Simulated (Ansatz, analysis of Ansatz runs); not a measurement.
# N-H pair in ZnO: local vibrational mode against experiment, part 2 of 2

Aim: the local vibrational mode of the N-H pair in ZnO, to be set beside the measurement. Set-up: PBE, 72-site cell, measured lattice, 420 eV, k: the single point 1/4 1/4 1/4. The model is a cell of 72 host atoms with N put on another atom's site and H put in between. The frequencies come from force constants among the defect atom and its neighbours, with the masses of the isotopes named. The measured lattice removes the functional's error in the volume.

Ansatz 0.2.0; PBE, 72-site cell, measured lattice, 420 eV, k: the single point 1/4 1/4 1/4.

So far. Step 2 (Relaxation, charge 0): Neighbours of the added atoms: H73: N36 1.04, Zn33 2.05, Zn38 2.08 Å.

## Step 3: Local vibrational modes

A local mode lives on the defect and the atoms next to it, so only the sites listed in the input are displaced, which costs far fewer SCF runs than the whole cell would.

This step: plane-wave PAW DFT, PBE; finite-displacement force constants among the atoms nearest to a defect, the others at rest.

Input file modes/input.yaml:

```yaml
crystal:
  lattice:
    - [9.74792405, 0.0, 0.0]
    - [-4.87396202, 8.44194986, 0.0]
    - [0.0, 0.0, 10.411418]
  atoms:
    - { symbol: Zn, position: [0.107140681, 0.218805209, 0.249124504] }
    - { symbol: Zn, position: [0.220497943, 0.109705898, -0.000220575] }
    - { symbol: O, position: [0.219692014, 0.109418706, 0.1903019] }
    - { symbol: O, position: [0.116770654, 0.226217932, 0.439473483] }
    - { symbol: Zn, position: [0.114651356, 0.225812226, 0.746174592] }
    - { symbol: Zn, position: [0.220934487, 0.1078186, 0.499118831] }
    - { symbol: O, position: [0.222589861, 0.110317051, 0.689726283] }
    - { symbol: O, position: [0.110495845, 0.220807015, 0.937034297] }
    - { symbol: Zn, position: [0.107154334, 0.555481525, 0.249343855] }
    - { symbol: Zn, position: [0.219862811, 0.442837858, -0.005165365] }
    - { symbol: O, position: [0.210619015, 0.438803879, 0.184851535] }
    - { symbol: O, position: [0.117075785, 0.555731352, 0.439694522] }
    - { symbol: Zn, position: [0.114663788, 0.555957952, 0.746142566] }
    - { symbol: Zn, position: [0.238733616, 0.451430339, 0.492602543] }
    - { symbol: O, position: [0.228376938, 0.447638618, 0.684434604] }
    - { symbol: O, position: [0.110460824, 0.555642358, 0.937031727] }
    - { symbol: Zn, position: [0.107263955, 0.887162583, 0.249543706] }
    - { symbol: Zn, position: [0.22062637, 0.776569078, -0.00024626] }
    - { symbol: O, position: [0.219772063, 0.777219108, 0.190299405] }
    - { symbol: O, position: [0.107128148, 0.886103282, 0.440106484] }
    - { symbol: Zn, position: [0.109776504, 0.888365818, 0.750101624] }
    - { symbol: Zn, position: [0.221273625, 0.778251976, 0.499030305] }
    - { symbol: O, position: [0.222666498, 0.779166184, 0.689636044] }
    - { symbol: O, position: [0.10916899, 0.887510026, 0.940625072] }
    - { symbol: Zn, position: [0.442484328, 0.222429226, 0.249552647] }
    - { symbol: Zn, position: [0.556417186, 0.111195833, 0.001445337] }
    - { symbol: O, position: [0.554146602, 0.110974352, 0.191461219] }
    - { symbol: O, position: [0.442759036, 0.21642458, 0.440036817] }
    - { symbol: Zn, position: [0.442897353, 0.218647383, 0.752729023] }
    - { symbol: Zn, position: [0.559810117, 0.112989524, 0.500272411] }
    - { symbol: O, position: [0.557694777, 0.112592756, 0.690766877] }
    - { symbol: O, position: [0.443001082, 0.219973192, 0.94229401] }
    - { symbol: Zn, position: [0.429628107, 0.549400291, 0.241314795] }
    - { symbol: Zn, position: [0.555320114, 0.443431777, -0.001795557] }
    - { symbol: O, position: [0.551054647, 0.443323534, 0.188223043] }
    - { symbol: "N", position: [0.46768559, 0.567614803, 0.435853394] }
    - { symbol: Zn, position: [0.448235429, 0.558027687, 0.749924685] }
    - { symbol: Zn, position: [0.550717025, 0.431432516, 0.509374598] }
    - { symbol: O, position: [0.557102875, 0.442094843, 0.697583543] }
    - { symbol: O, position: [0.443512493, 0.554911808, 0.940399817] }
    - { symbol: Zn, position: [0.442600429, 0.888046141, 0.249513491] }
    - { symbol: Zn, position: [0.555449403, 0.77821216, -0.002312121] }
    - { symbol: O, position: [0.551393125, 0.776006745, 0.187615752] }
    - { symbol: O, position: [0.443082033, 0.892781775, 0.439995138] }
    - { symbol: Zn, position: [0.443099619, 0.891717624, 0.752258676] }
    - { symbol: Zn, position: [0.551698581, 0.785576481, 0.508366699] }
    - { symbol: O, position: [0.557356707, 0.782437127, 0.697026216] }
    - { symbol: O, position: [0.442985327, 0.88934804, 0.941886295] }
    - { symbol: Zn, position: [0.776361379, 0.221763306, 0.249616371] }
    - { symbol: Zn, position: [0.889443224, 0.111007317, -0.000657072] }
    - { symbol: O, position: [0.885539021, 0.108734008, 0.189948532] }
    - { symbol: O, position: [0.781083851, 0.223460802, 0.440089525] }
    - { symbol: Zn, position: [0.779879997, 0.22360988, 0.749709898] }
    - { symbol: Zn, position: [0.893799584, 0.113528125, 0.49864058] }
    - { symbol: O, position: [0.891655715, 0.113482702, 0.689319363] }
    - { symbol: O, position: [0.777903164, 0.221991224, 0.940316156] }
    - { symbol: Zn, position: [0.771981651, 0.552197533, 0.250706967] }
    - { symbol: Zn, position: [0.889480545, 0.444266736, -0.000481612] }
    - { symbol: O, position: [0.885517072, 0.44392542, 0.190162151] }
    - { symbol: O, position: [0.775866708, 0.551374273, 0.4419904] }
    - { symbol: Zn, position: [0.781346437, 0.556206452, 0.750836369] }
    - { symbol: Zn, position: [0.893910502, 0.445917, 0.498673958] }
    - { symbol: O, position: [0.891672418, 0.445363506, 0.689349903] }
    - { symbol: O, position: [0.778116494, 0.555238279, 0.94108901] }
    - { symbol: Zn, position: [0.772099289, 0.886980593, 0.250453752] }
    - { symbol: Zn, position: [0.887439653, 0.776583293, 0.001650098] }
    - { symbol: O, position: [0.884304235, 0.775552231, 0.192216236] }
    - { symbol: O, position: [0.776776351, 0.89039132, 0.441567908] }
    - { symbol: Zn, position: [0.781448563, 0.892398499, 0.750576839] }
    - { symbol: Zn, position: [0.88489567, 0.775031609, 0.499714616] }
    - { symbol: O, position: [0.888146689, 0.777497501, 0.690305476] }
    - { symbol: O, position: [0.778306438, 0.888876176, 0.940841229] }
    - { symbol: H, position: [0.580247105, 0.620360567, 0.39624072] }
basis:
  ecutwfc: 420
  xc_grid: 2
hamiltonian:
  xc: pbe
kpoints:
  mp_grid: { grid: [1, 1, 1], shift: [0.25, 0.25, 0.25] }
scf:
  occupations: { method: fermi_dirac, width: 0.01 }
  max_iter: 120
output: {}
checkpoint:
  read: "../relax.run"
phonons:
  supercell: [1, 1, 1]
  displaced_sites: [32, 35, 37, 45, 72]
```

The run is started by

```bash
$ ansatz run input.yaml --threads 2 --pin off --max-ram 4710MiB --backend cpu --events-out ev --progress --plain --runs-dir out
```

Numbers of over 12 decimals in the logs are rounded to 6 here.

Log:

```text
[...]
Crystal: 73 atoms, lattice volume = 856.771 Å³
Basis set: ecut = 420 eV, 16751 PW (Γ), exchange–correlation on 144×144×144 points (8 copies of the dense FFT grid, shifted against one another)
Bands: 397, of which v1, the nominal top of the filled ones, is band 324 counted from 1 (323 counted from 0)
Symmetry: 1 space group operations
k-points: 1
[...]
iter 1 solved again at ethr=1.19e-11 eV; its pass at ethr=3.10e-3 eV (dr2=7.74e-8 eV) is discarded
[...]
SCF iter   6: F=-139758.203032 eV  HF=-139758.203032 eV  |F-HF|=2.91e-11  |Δ(HF+E_count)|=  5.82e-11  Δρ=8.29e-8  dr2=5.00e-11  ethr=1.00e-12  ⟨swp⟩=4.0  Hψ=1338  notcnv=0
SCF 1 converged in 6 iterations: F = -139758.203032 eV  dr2 = 5.00e-11
[...]
SCF 2 converged in 11 iterations: F = -139758.202988 eV  dr2 = 1.60e-12
[...]
symmetry images taken by strict's conditions (phonons.symmetry_images: auto; settled by no image being taken that strict refuses)
  force constants formed among 5 of 73 sites (Zn 32, N 35, Zn 37, Zn 45, H 72); the other 68 at rest. The modes move the named sites alone.
  the frequencies, the zero-point energy and the sums are of the block with the acoustic sum rule laid on its rows. Row sums over every site: 3.6e-4 eV/Å² at the most
  transpose residual: 3.8e-4 eV/Å²
  largest component of a force at the reference: 7.7e-3 eV/Å on a named site, 4.1e-3 eV/Å on a site at rest
  frequencies among the named sites at Γ of the cell (cm⁻¹): 134.23 137.06 168.39 180.07 192.05 210.67 218.11 223.83 248.59 391.87 421.10 453.76 720.48 780.44 3220.88
  unstable modes among the named sites: 0
  frequencies as built, with no sum rule (cm⁻¹): 134.24 137.06 168.39 180.07 192.05 210.67 218.11 223.83 248.59 391.87 421.10 453.76 720.49 780.47 3220.87
  zero-point energy: 0.477434 eV/cell   skipped modes (ω ≤ 0): 0
  not written: the harmonic force-constant file, the file of eigenvectors (these modes' are written with the force constants), the density of states and the dispersion, which are of every site
[key lines of the parts left out:]
SCF converged after 6 iterations
Free energy (F): -139758.203032 eV
Fermi energy:    8.318336 eV
```

It took 30 min on 2 threads of Arm Neoverse V1, shared host; peak memory 2.2 GiB; 59 min of CPU time.

In the SCF lines HF is the Harris–Foulkes energy and dr2 the Hartree energy of the density residual, in eV; the loop may stop once dr2 is under the threshold and the program's other checks hold. Hψ counts applications of the Hamiltonian.

This step gave:

| Item | Value |
| --- | --- |
| free energy | -139758.2030 eV |

The modes with the largest weight on the probed atoms (the light atom of a pair), for the masses of each isotope. Modes of the displaced atoms (local only where they lie over the host's phonons):

| isotopes | mode (cm⁻¹) | share of the defect atoms |
| --- | --- | --- |
| H | 3221 | 0.933 |
| H | 780.5 | 0.918 |
| H | 720.5 | 0.881 |
| D | 2354 | 0.872 |
| D | 580.6 | 0.755 |
| D | 554.1 | 0.563 |

## Step 4: Outcome

| Item | Value |
| --- | --- |
| distance from the defect atom to its nearest neighbour | 1.036 Å |
| N-H stretch, 1H | 3221 cm⁻¹ |
| N-D stretch, 2H | 2354 cm⁻¹ |
| time of the whole chain | 36 min on 2 threads |

N-H stretch, 1H: computed 3221 cm⁻¹, measured 3150.6 cm⁻¹; 71 cm⁻¹ (2 %) above the measurement. N-D stretch, 2H: computed 2354 cm⁻¹, measured 2339.7 cm⁻¹; 15 cm⁻¹ (1 %) above the measurement. The computed value is harmonic, while the measured line is the anharmonic fundamental, which for X–H stretches usually lies a few per cent lower. Only the named neighbours move, so modes near the host's band are approximate.

[Logs are printed without paths, hosts, clocks, repeated set-up lines and the standing remarks that a program may print on its own settings, such as how far it seeks lower states.]

[Hosts, paths, dates, database ids (printed as entryN), source tags and the programs' standing remarks are cut or masked in the printed files.]

[For some hosts the program warned that the k-mesh of the response run may be too coarse for force constants and the static dielectric constant; such warnings are not shown here.]
